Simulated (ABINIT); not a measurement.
# SnSe2 (Fm-3m): zone-centre phonons, part 2 of 2

Which modes does SnSe2 (Fm-3m) have at the zone centre?

ABINIT 10.8.3; DFT LDA, scalar-relativistic, plane waves, HGH norm-conserving pseudopotentials.

So far. Step 5 (Relaxing the cell and atoms): The volume changes by -0.3 % in this run and stands +17.2 % from the first cell. The relaxed cell has a = 6.696 Å (conventional setting).

The structure was built from a prototype and need not be the compound's stable phase.

**7. Zone-centre response**

At q = 0 one unit cell holds all displacements. The response is solved for single atoms along the cell's directions, and symmetry skips those that follow from others. The crystal is treated as a metal, which screens a static field, so no field response is asked.

Contents of dfpt_gamma.abi:

```

# common to the responses
getwfk_filepath "gso_WFK"
kptopt 2
nqpt 1
qpt 0.0 0.0 0.0
asr 0
chneut 0

# displacements
rfphon 1
rfatpol 1 3
rfdir 1 1 1
tolvrs 1.0d-10
prtwf 0

# basis, mesh and filling
ecut 26.0
ecutsm 3.0
ixc 7
ngkpt 8 8 8
nshiftk 1
shiftk 0.0 0.0 0.0
istwfk *1
occopt 6
tsmear 0.01
nband 14
nstep 100
diemac 1000000.0
prtebands 0
prtgsr 0
useylm 1

# cell and atoms
acell 3*1.0 Angstrom
rprim 
    0.0 3.348001682 3.348001682
    3.348001682 0.0 3.348001682
    3.348001682 3.348001682 0.0
ntypat 2
znucl 50 34
natom 3
typat 1 2 2
xred 
    0.0 0.0 0.0
    0.25 0.25 0.25
    0.75 0.75 0.75
pp_dirpath "./pseudo"
pseudos "Sn.hgh, Se.hgh"
```

On the command line:

```
> OMP_NUM_THREADS=1 mpirun -n 2 abinit dfpt_gamma.abi > dfpt_gamma.log
```

Numbers of over 12 decimals in the logs are rounded to 6 here.

dfpt_gamma.abo, the main output file:

```text
[banners, grids, parts of the stress and lines that vanish by symmetry left out]
- input  file    -> dfpt_gamma.abi
- output file    -> dfpt_gamma.abo
- root for input  files -> dfpt_gammai
- root for output files -> dfpt_gammao

 Symmetries : space group Fm -3 m (#225); Bravais cF (face-center cubic)
================================================================================
 Values of the parameters that define the memory need of the present run (RF).
     intxc =       0      iscf =       7    lmnmax =      14     lnmax =       6
     mgfft =      45  mpssoang =       3    mqgrid =    3001     natom =       3
  nloc_mem =       1    nspden =       1   nspinor =       1    nsppol =       1
      nsym =      48    n1xccc =       0    ntypat =       2    occopt =       6
   xclevel =       1
-    mband =          14        mffmem =           1         mkmem =         130
-   mkqmem =         130        mk1mem =         130           mpw =        3250
      nfft =       91125          nkpt =         260
- my_mband =          14
================================================================================
================================================================================

--------------------------------------------------------------------------------
------------- Echo of variables that govern the present computation ------------
--------------------------------------------------------------------------------
-
- outvars: echo of selected default values
-   iomode0 =  0 , fftalg0 =312 , wfoptalg0 =  0
-
- outvars: echo of global parameters not present in the input file
-  max_nthreads =    1
-
 -outvars: echo values of preprocessed input variables
 [... echo left out ...]
================================================================================

 chkinp: Checking input parameters for consistency.

[...]
== DATASET  1 ==================================================================
-   mpi_nproc: 2, omp_nthreads: 1 (-1 if OMP is not activated)

--- !DatasetInfo
iteration_state: {dtset: 1, }
dimensions: {natom: 3, nkpt: 260, mband: 14, nsppol: 1, nspinor: 1, nspden: 1, mpw: 3250, }
cutoff_energies: {ecut:  26.0, pawecutdg:  -1.0, }
electrons: {nelect:   1.60000000E+01, charge:   0.00000000E+00, occopt:   6.00000000E+00, tsmear:   1.00000000E-02, }
meta: {optdriver: 1, rfphon: 1, }
...

 mkfilename: getwfk from: gso_WFK

 Exchange-correlation functional for the present dataset will be:
  LDA: Perdew-Wang 92 LSD fit to Ceperley-Alder data - ixc=7
 Citation for XC functional:
  J.P.Perdew and Y.Wang, PRB 45, 13244 (1992)

 Real(R)+Recip(G) space primitive vectors, cartesian coordinates (Bohr,Bohr^-1):
 R(1)=  0.0000000  6.3268062  6.3268062  G(1)= -0.0790288  0.0790288  0.0790288
 R(2)=  6.3268062  0.0000000  6.3268062  G(2)=  0.0790288 -0.0790288  0.0790288
 R(3)=  6.3268062  6.3268062  0.0000000  G(3)=  0.0790288  0.0790288 -0.0790288
 Unit cell volume ucvol=  5.0650484E+02 bohr^3
 Angles (23,13,12)=  6.00000000E+01  6.00000000E+01  6.00000000E+01 degrees
 setup1 : take into account q-point for computing boxcut.

 getcut: wavevector=  0.0000  0.0000  0.0000  ngfft=  45  45  45
         ecut(hartree)=     26.000   => boxcut(ratio)=   2.14240

--- Pseudopotential description ------------------------------------------------
- pspini: atom type   1  psp file is ./pseudo/Sn.hgh

- pspini: atom type   2  psp file is ./pseudo/Se.hgh

   7.18266385E+02                                ecore*ucvol(ha*bohr**3)
--------------------------------------------------------------------------------

 ==>  initialize data related to q vector <==

 The list of irreducible perturbations for this q vector is:
    1)    idir= 1    ipert=   1
    2)    idir= 1    ipert=   2

[...]
The perturbation idir=   2  ipert=   1 is
 symmetric of a previously calculated perturbation.
 So, its SCF calculation is not needed.

 The perturbation idir=   3  ipert=   1 is
 symmetric of a previously calculated perturbation.
 So, its SCF calculation is not needed.

 The perturbation idir=   2  ipert=   2 is
 symmetric of a previously calculated perturbation.
 So, its SCF calculation is not needed.

 The perturbation idir=   3  ipert=   2 is
 symmetric of a previously calculated perturbation.
 So, its SCF calculation is not needed.

 The perturbation idir=   1  ipert=   3 is
 symmetric of a previously calculated perturbation.
 So, its SCF calculation is not needed.

 The perturbation idir=   2  ipert=   3 is
 symmetric of a previously calculated perturbation.
 So, its SCF calculation is not needed.

 The perturbation idir=   3  ipert=   3 is
 symmetric of a previously calculated perturbation.
 So, its SCF calculation is not needed.

--------------------------------------------------------------------------------
 Perturbation wavevector (in red.coord.)   0.000000  0.000000  0.000000
 Perturbation : displacement of atom   1   along direction   1
 Found     4 symmetries that leave the perturbation invariant.

[...]
dfpt_looppert : total number of electrons, from k and k+q
  fully or partially occupied states are    1.600000E+01 and    1.600000E+01.
 Initialisation of the first-order wave-functions :
  ireadwf=   0

--- !BeginCycle
iteration_state: {dtset: 1, }
solver: {iscf: 7, nstep: 100, nline: 4, wfoptalg: 0, }
tolerances: {tolvrs: 1.00E-10, }
...

     iter   2DEtotal(Ha)        deltaE(Ha) residm    vres2
-ETOT  1   15.676453175388     -7.361E+01 7.615E-01 6.231E+04
 ETOT  2   1.781910     -1.389E+01 6.681E-02 5.355E+02
 ETOT  3   1.676264     -1.056E-01 1.401E-03 5.483E+01
 ETOT  4   1.668350     -7.914E-03 5.128E-05 2.205E+00
 ETOT  5   1.668109     -2.408E-04 1.983E-06 8.205E-03
[...]
At SCF step   10       vres2   =  9.58E-12 < tolvrs=  1.00E-10 =>converged.
[...]
Mean square residual over all n,k,spin=   12.151E-17; max=  74.384E-15

 Thirteen components of 2nd-order total energy (hartree) are
 1,2,3: 0th-order hamiltonian combined with 1st-order wavefunctions
     kin0=   7.63948792E+01 eigvalue=   1.72835559E+00  local=  -1.96161990E+01
 4,5,6: 1st-order hamiltonian combined with 1st and 0th-order wfs
 loc psp =  -7.59943215E+01  Hartree=   1.35623643E+01     xc=  -7.60127718E+00
 note that "loc psp" includes a xc core correction that could be resolved
 7,8,9: eventually, occupation + non-local contributions
    edocc=   7.02780996E+00     enl0=   1.61183726E+01   enl1=  -9.92342895E+01
 1-9 gives the relaxation energy (to be shifted if some occ is /=2.0)
   erelax=  -8.76143055E+01
 10,11,12 Non-relaxation  contributions : frozen-wavefunctions and Ewald
 fr.local=   8.37828767E+00 fr.nonlo=   4.91247538E+01  Ewald=   3.17793721E+01
 13,14 Frozen wf xc core corrections (1) and (2)
 frxc 1  =   0.00000000E+00  frxc 2 =   0.00000000E+00
 Resulting in :
 2DEtotal=    0.1668108101E+01 Ha. Also 2DEtotal=    0.453915338379E+02 eV
    (2DErelax=   -8.7614305489E+01 Ha. 2DEnonrelax=    8.9282413590E+01 Ha)
    (  non-var. 2DEtotal :    1.6681080964E+00 Ha)

[...]
Perturbation wavevector (in red.coord.)   0.000000  0.000000  0.000000
 Perturbation : displacement of atom   2   along direction   1
 Found     2 symmetries that leave the perturbation invariant.

--------------------------------------------------------------------------------

--------------------------------------------------------------------------------

 dfpt_looppert : total number of electrons, from k and k+q
  fully or partially occupied states are    1.600000E+01 and    1.600000E+01.
 Initialisation of the first-order wave-functions :
  ireadwf=   0

--- !BeginCycle
iteration_state: {dtset: 1, }
solver: {iscf: 7, nstep: 100, nline: 4, wfoptalg: 0, }
tolerances: {tolvrs: 1.00E-10, }
...

     iter   2DEtotal(Ha)        deltaE(Ha) residm    vres2
-ETOT  1   156.99349811411     -3.076E+02 7.283E-01 6.364E+05
[...]
ETOT 11   1.600126     -3.979E-12 1.189E-12 1.850E-10
 ETOT 12   1.600126     -3.979E-12 5.297E-14 2.840E-12

 At SCF step   12       vres2   =  2.84E-12 < tolvrs=  1.00E-10 =>converged.
[...]
Mean square residual over all n,k,spin=   67.367E-18; max=  52.971E-15

 Thirteen components of 2nd-order total energy (hartree) are
 1,2,3: 0th-order hamiltonian combined with 1st-order wavefunctions
     kin0=   4.54332537E+02 eigvalue=   7.72886388E+00  local=  -2.65335327E+02
 4,5,6: 1st-order hamiltonian combined with 1st and 0th-order wfs
 loc psp =  -2.08670530E+02  Hartree=   1.09741857E+02     xc=  -4.18400015E+01
 note that "loc psp" includes a xc core correction that could be resolved
 7,8,9: eventually, occupation + non-local contributions
    edocc=   2.54247975E+01     enl0=   1.72956900E+02   enl1=  -7.17348724E+02
 1-9 gives the relaxation energy (to be shifted if some occ is /=2.0)
   erelax=  -4.63009627E+02
 10,11,12 Non-relaxation  contributions : frozen-wavefunctions and Ewald
 fr.local=   6.73107756E+01 fr.nonlo=   3.57574762E+02  Ewald=   3.97242151E+01
 13,14 Frozen wf xc core corrections (1) and (2)
 frxc 1  =   0.00000000E+00  frxc 2 =   0.00000000E+00
 Resulting in :
 2DEtotal=    0.1600125557E+01 Ha. Also 2DEtotal=    0.435416345797E+02 eV
    (2DErelax=   -4.6300962702E+02 Ha. 2DEnonrelax=    4.6460975257E+02 Ha)
    (  non-var. 2DEtotal :    1.6001255942E+00 Ha)

[...]
---- first-order wavefunction calculations are completed ----

 ==> Compute Derivative Database <==

 [... matrices left out ...]
  Phonon wavevector (reduced coordinates) :  0.00000  0.00000  0.00000
 Phonon energies in Hartree :
  -7.032025E-06 -7.032024E-06 -7.032024E-06  4.106434E-04  4.106434E-04
   4.106434E-04  4.532601E-04  4.532601E-04  4.532601E-04
 Phonon frequencies in cm-1    :
- -1.543351E+00 -1.543351E+00 -1.543351E+00  9.012580E+01  9.012580E+01
-  9.012580E+01  9.947910E+01  9.947910E+01  9.947910E+01

== END DATASET(S) ==============================================================
================================================================================

 -outvars: echo values of variables after computation
            acell      1.8897261259E+00  1.8897261259E+00  1.8897261259E+00 Bohr
           etotal      1.6001255572E+00
            fcart      0.0000000000E+00  0.0000000000E+00  0.0000000000E+00
           strten      0.0000000000E+00  0.0000000000E+00  0.0000000000E+00
================================================================================
```

It took 4.6 min on 2 MPI ranks of Intel Xeon at 2.70GHz, shared host.

Numbers from this step:

| Item | Value |
| --- | --- |
| largest acoustic frequency at the zone centre before the sum rule | -1.54 cm⁻¹ |
| highest optical zone-centre mode (no LO-TO term) | 99.48 cm⁻¹ |
| lowest optical zone-centre mode | 90.13 cm⁻¹ |

The acoustic modes at Γ come out as far as 1.5 cm⁻¹ from zero, where they should vanish, a small numerical error.

**8. Modes with the sum rule**

anaddb reads the merged derivatives and imposes the acoustic sum rule.

Contents of anaddb.abi:

```
ddb_filepath "gamma_DDB"
output_file "anaddb.abo"
outdata_prefix "anaddb"
asr 1
chneut 1
enunit 2
eivec 1
nph1l 1
qph1l 0.0 0.0 0.0 1.0
```

Contents of mrgddb.in:

```
gamma_DDB
merged
2
dfpt_gammao_DDB
gso_DDB
```

On the command line:

```
> mrgddb < mrgddb.in > mrgddb.log
> OMP_NUM_THREADS=1 anaddb anaddb.abi > anaddb.log
```

anaddb.abo, the main output file:

```text
-outvars_anaddb: echo values of input variables ----------------------

 Miscellaneous information :
      enunit         2
       eivec         1
         asr         1
 First list of wavevector (reduced coord.) :
       nph1l         1
       qph1l
                     0.00000000E+00  0.00000000E+00  0.00000000E+00    1.000E+00

================================================================================

 read the DDB information and perform some checks

  ==== Info on the Cryst% object ====
 Real(R)+Recip(G) space primitive vectors, cartesian coordinates (Bohr,Bohr^-1):
 R(1)=  0.0000000  6.3268062  6.3268062  G(1)= -0.0790288  0.0790288  0.0790288
 R(2)=  6.3268062  0.0000000  6.3268062  G(2)=  0.0790288 -0.0790288  0.0790288
 R(3)=  6.3268062  6.3268062  0.0000000  G(3)=  0.0790288  0.0790288 -0.0790288
 Unit cell volume ucvol=  5.0650484E+02 bohr^3
 Angles (23,13,12)=  6.00000000E+01  6.00000000E+01  6.00000000E+01 degrees
 Time-reversal symmetry is present
 Reduced atomic positions [iatom, xred, symbol]:
    1)    0.0000000  0.0000000  0.0000000  Sn
    2)    0.2500000  0.2500000  0.2500000  Se
    3)    0.7500000  0.7500000  0.7500000  Se

 DDB file with 3 blocks has been read.

================================================================================

 Treat the first list of vectors

  Phonon wavevector (reduced coordinates) :  0.00000  0.00000  0.00000
 Phonon energies in Hartree :
   0.000000E+00  0.000000E+00  0.000000E+00  4.106861E-04  4.106861E-04
   4.106861E-04  4.533624E-04  4.533624E-04  4.533624E-04
 Phonon energies in meV     :
-  0.000000E+00  0.000000E+00  0.000000E+00  1.117534E+01  1.117534E+01
-  1.117534E+01  1.233662E+01  1.233662E+01  1.233662E+01
 Phonon frequencies in cm-1    :
-  0.000000E+00  0.000000E+00  0.000000E+00  9.013519E+01  9.013519E+01
-  9.013519E+01  9.950156E+01  9.950156E+01  9.950156E+01
 Phonon frequencies in Thz     :
-  0.000000E+00  0.000000E+00  0.000000E+00  2.702185E+00  2.702185E+00
-  2.702185E+00  2.982982E+00  2.982982E+00  2.982982E+00
 Phonon energies in Kelvin  :
-  0.000000E+00  0.000000E+00  0.000000E+00  1.296844E+02  1.296844E+02
-  1.296844E+02  1.431605E+02  1.431605E+02  1.431605E+02

 Eigendisplacements
 (will be given, for each mode : in cartesian coordinates
   for each atom the real part of the displacement vector,
   then the imaginary part of the displacement vector - absolute values smaller than 1.0d-7 are set to zero)
  Mode number    1   Energy    0.000000E+00
 Attention : low frequency mode.
   (Could be unstable or acoustic mode)
-  1  0.00000000E+00  0.00000000E+00  1.40825644E-03
-     0.00000000E+00  0.00000000E+00  0.00000000E+00
-  2  0.00000000E+00  0.00000000E+00  1.40819149E-03
-     0.00000000E+00  0.00000000E+00  0.00000000E+00
-  3  0.00000000E+00  0.00000000E+00  1.40819149E-03
-     0.00000000E+00  0.00000000E+00  0.00000000E+00
  Mode number    2   Energy    0.000000E+00
 Attention : low frequency mode.
   (Could be unstable or acoustic mode)
-  1  0.00000000E+00  1.40825644E-03  0.00000000E+00
-     0.00000000E+00  0.00000000E+00  0.00000000E+00
-  2  0.00000000E+00  1.40819149E-03  0.00000000E+00
-     0.00000000E+00  0.00000000E+00  0.00000000E+00
-  3  0.00000000E+00  1.40819149E-03  0.00000000E+00
-     0.00000000E+00  0.00000000E+00  0.00000000E+00
  Mode number    3   Energy    0.000000E+00
 Attention : low frequency mode.
   (Could be unstable or acoustic mode)
-  1  1.40825644E-03  0.00000000E+00  0.00000000E+00
-     0.00000000E+00  0.00000000E+00  0.00000000E+00
-  2  1.40819149E-03  0.00000000E+00  0.00000000E+00
-     0.00000000E+00  0.00000000E+00  0.00000000E+00
-  3  1.40819149E-03  0.00000000E+00  0.00000000E+00
-     0.00000000E+00  0.00000000E+00  0.00000000E+00
  Mode number    4   Energy    4.106861E-04
-  1  0.00000000E+00  0.00000000E+00  1.62418924E-03
-     0.00000000E+00  0.00000000E+00  0.00000000E+00
-  2  0.00000000E+00  0.00000000E+00 -1.22097516E-03
-     0.00000000E+00  0.00000000E+00  0.00000000E+00
-  3  0.00000000E+00  0.00000000E+00 -1.22097516E-03
-     0.00000000E+00  0.00000000E+00  0.00000000E+00
  Mode number    5   Energy    4.106861E-04
-  1  0.00000000E+00  1.62418924E-03  0.00000000E+00
-     0.00000000E+00  0.00000000E+00  0.00000000E+00
-  2  0.00000000E+00 -1.22097516E-03  0.00000000E+00
-     0.00000000E+00  0.00000000E+00  0.00000000E+00
-  3  0.00000000E+00 -1.22097516E-03  0.00000000E+00
-     0.00000000E+00  0.00000000E+00  0.00000000E+00
  Mode number    6   Energy    4.106861E-04
-  1  1.62418924E-03  0.00000000E+00  0.00000000E+00
-     0.00000000E+00  0.00000000E+00  0.00000000E+00
-  2 -1.22097516E-03  0.00000000E+00  0.00000000E+00
-     0.00000000E+00  0.00000000E+00  0.00000000E+00
-  3 -1.22097516E-03  0.00000000E+00  0.00000000E+00
-     0.00000000E+00  0.00000000E+00  0.00000000E+00
  Mode number    7   Energy    4.533624E-04
-  1  0.00000000E+00  0.00000000E+00  0.00000000E+00
-     0.00000000E+00  0.00000000E+00  0.00000000E+00
-  2  0.00000000E+00  0.00000000E+00  1.86380890E-03
-     0.00000000E+00  0.00000000E+00  0.00000000E+00
-  3  0.00000000E+00  0.00000000E+00 -1.86380890E-03
-     0.00000000E+00  0.00000000E+00  0.00000000E+00
  Mode number    8   Energy    4.533624E-04
-  1  0.00000000E+00  0.00000000E+00  0.00000000E+00
-     0.00000000E+00  0.00000000E+00  0.00000000E+00
-  2  0.00000000E+00 -1.86380890E-03  0.00000000E+00
-     0.00000000E+00  0.00000000E+00  0.00000000E+00
-  3  0.00000000E+00  1.86380890E-03  0.00000000E+00
-     0.00000000E+00  0.00000000E+00  0.00000000E+00
  Mode number    9   Energy    4.533624E-04
-  1  0.00000000E+00  0.00000000E+00  0.00000000E+00
-     0.00000000E+00  0.00000000E+00  0.00000000E+00
-  2  1.86380890E-03  0.00000000E+00  0.00000000E+00
-     0.00000000E+00  0.00000000E+00  0.00000000E+00
-  3 -1.86380890E-03  0.00000000E+00  0.00000000E+00
-     0.00000000E+00  0.00000000E+00  0.00000000E+00

 Analysis of degeneracies and characters (maximum tolerance=1.00E-06 a.u.)
 For each vibration mode, or group of modes if degenerate,
 the characters are given for each symmetry operation (see the list in the log file).
 Symmetry characters of vibration mode #   1
       degenerate with vibration modes #   2 to    3
  3.0 -3.0 -1.0  1.0 -1.0  1.0 -1.0  1.0  1.0 -1.0 -1.0  1.0  1.0 -1.0 -1.0  1.0
 -0.0  0.0  0.0 -0.0 -0.0  0.0  0.0 -0.0  1.0 -1.0 -1.0  1.0 -1.0  1.0  1.0 -1.0
 -0.0  0.0 -0.0  0.0  0.0 -0.0  0.0 -0.0  1.0 -1.0  1.0 -1.0 -1.0  1.0 -1.0  1.0
 Symmetry characters of vibration mode #   4
       degenerate with vibration modes #   5 to    6
  3.0 -3.0 -1.0  1.0 -1.0  1.0 -1.0  1.0  1.0 -1.0 -1.0  1.0  1.0 -1.0 -1.0  1.0
 -0.0  0.0  0.0 -0.0 -0.0  0.0  0.0 -0.0  1.0 -1.0 -1.0  1.0 -1.0  1.0  1.0 -1.0
 -0.0  0.0 -0.0  0.0  0.0 -0.0  0.0 -0.0  1.0 -1.0  1.0 -1.0 -1.0  1.0 -1.0  1.0
 Symmetry characters of vibration mode #   7
       degenerate with vibration modes #   8 to    9
  3.0  3.0 -1.0 -1.0 -1.0 -1.0 -1.0 -1.0  1.0  1.0 -1.0 -1.0  1.0  1.0 -1.0 -1.0
 -0.0 -0.0  0.0  0.0 -0.0 -0.0  0.0  0.0  1.0  1.0 -1.0 -1.0 -1.0 -1.0  1.0  1.0
 -0.0 -0.0 -0.0 -0.0 -0.0 -0.0  0.0  0.0  1.0  1.0  1.0  1.0 -1.0 -1.0 -1.0 -1.0
-
```

The job ended after 0.72 s (1 thread).

Numbers from this step:

```
highest optical zone-centre mode (no LO-TO term) : 99.5 cm⁻¹
lowest optical zone-centre mode                  : 90.14 cm⁻¹
```

No LO-TO term; unit eigenvectors of the mass-weighted matrix, from anaddb's displacements. The modes at Γ (shares of kinetic energy by element, %):

| mode | frequency (cm⁻¹) | symmetry | Sn % | Se % |
| --- | --- | --- | --- | --- |
| 1 | 0.0 | acoustic | 43 | 57 |
| 2 | 0.0 | acoustic | 43 | 57 |
| 3 | 0.0 | acoustic | 43 | 57 |
| 4 | 90.1 | T1u | 57 | 43 |
| 5 | 90.1 | T1u | 57 | 43 |
| 6 | 90.1 | T1u | 57 | 43 |
| 7 | 99.5 | T2g | 0 | 100 |
| 8 | 99.5 | T2g | 0 | 100 |
| 9 | 99.5 | T2g | 0 | 100 |

Displacements in mode 4 (90.1 cm⁻¹), the largest set to 1:
```
Sn1  0.00  0.00  1.00
Se2  0.00  0.00 -0.75
Se3  0.00  0.00 -0.75
```

Displacements in mode 7 (99.5 cm⁻¹), the largest set to 1:
```
Sn1  0.00  0.00  0.00
Se2  0.00  0.00  1.00
Se3  0.00  0.00 -1.00
```

The rule moves no optical mode by more than 0.1 cm⁻¹.

**9. Summary of results**

```json
{"space group after relaxation": "Fm-3m", "volume per atom": "25.0 Å³", "highest optical zone-centre mode (no LO-TO term)": "99.5 cm⁻¹", "lowest optical zone-centre mode": "90.1 cm⁻¹", "imaginary optical modes at the zone centre (no q mesh in this session)": "none"}
```

At the LDA level the optical modes of SnSe2 (Fm-3m) at the zone centre run from 90 to 100 cm⁻¹. These are harmonic frequencies at zero temperature: anharmonic shifts and linewidths and thermal expansion are left out. The HGH files keep few electrons and have no core correction, which is cheap but rough for Sn. In a metal the frequencies hang on the k mesh and the smearing, most of all near Kohn anomalies. The structure is a hypothetical one, built on a prototype.

[Host names and launcher messages were left out of these logs when they were recorded.]

[Logs are printed without paths, hosts, clocks, repeated set-up lines and the standing remarks that a program may print on its own settings, such as how far it seeks lower states.]

[Hosts, paths, dates, database ids (printed as entryN), source tags and the programs' standing remarks are cut or masked in the printed files.]
